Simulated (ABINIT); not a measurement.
An input for ABINIT 10.8.3 (WS2 (Tungstenite)):

```
acell 3*1.0 Angstrom
rprim 
  3.153199999992 0.000000000002 0.000000000000
  -1.576599999998 2.730751303206 0.000000000000
  0.000000000000 0.000000000000 12.323000000000
ntypat 2
znucl 74 16
natom 6
typat 1 1 2 2 2 2
xred 
  0.333333333333 0.666666666667 0.250000000000
  0.666666666667 0.333333333333 0.750000000000
  0.333333333333 0.666666666667 0.622500000000
  0.666666666667 0.333333333333 0.122500000000
  0.333333333333 0.666666666667 0.877500000000
  0.666666666667 0.333333333333 0.377500000000
pp_dirpath "pseudos"
pseudos "W.upf, S.upf"
ecut 31
ngkpt 6 6 1
nshiftk 1
shiftk 0 0 0
kptopt 1
chksymbreak 0
istwfk *1
occopt 1
irdwfk 1
optdriver 4
nband 224
gwcalctyp 10
ecutsigx 31
symsigma 1
nkptgw 7
kptgw 
  0.0000000000 0.0000000000 0.0000000000
  0.1666666667 0.0000000000 0.0000000000
  0.3333333333 0.0000000000 0.0000000000
  0.5000000000 0.0000000000 0.0000000000
  0.1666666667 0.1666666667 0.0000000000
  0.3333333333 0.1666666667 0.0000000000
  0.3333333333 0.3333333333 0.0000000000
bdgw 
  13 32
  13 32
  13 32
  13 32
  13 32
  13 32
  13 32
ecuteps 4.8
irdscr 1
ppmodel 1
irdqps 1
indata_prefix "in"
outdata_prefix "out"
tmpdata_prefix "tmp"
```

```sh
OMP_NUM_THREADS=1 mpirun -n 8 abinit run.abi > log
```

**Question.** Estimate wall time and host memory on 8 MPI ranks of Arm Neoverse V1, shared host.

It took 7.3 min; on shared hardware allow 3.6 min to 15 min. Peak host memory was 3.4 GiB.

[Paths, hosts, dates, memory and timing lines, banners, echoed tables and standing remarks are left out of the program output.]

[Logs are printed without paths, hosts, clocks, repeated set-up lines and the standing remarks that a program may print on its own settings, such as how far it seeks lower states.]

[Runs of the session that timed out or met a known fault of the program may be left out.]

[Hosts, paths, dates, database ids (printed as entryN), source tags and the programs' standing remarks are cut or masked in the printed files.]

[G0W0 gaps are taken among the corrected bands and points alone; a level outside them can change the order at an edge.]

[Where Ansatz stands beside ABINIT at settings called matched, ABINIT's density can come from a denser mesh and the files from another edition; pairs whose starting gaps differed by over 0.03 eV were left out, so agreement reads better than it is.]
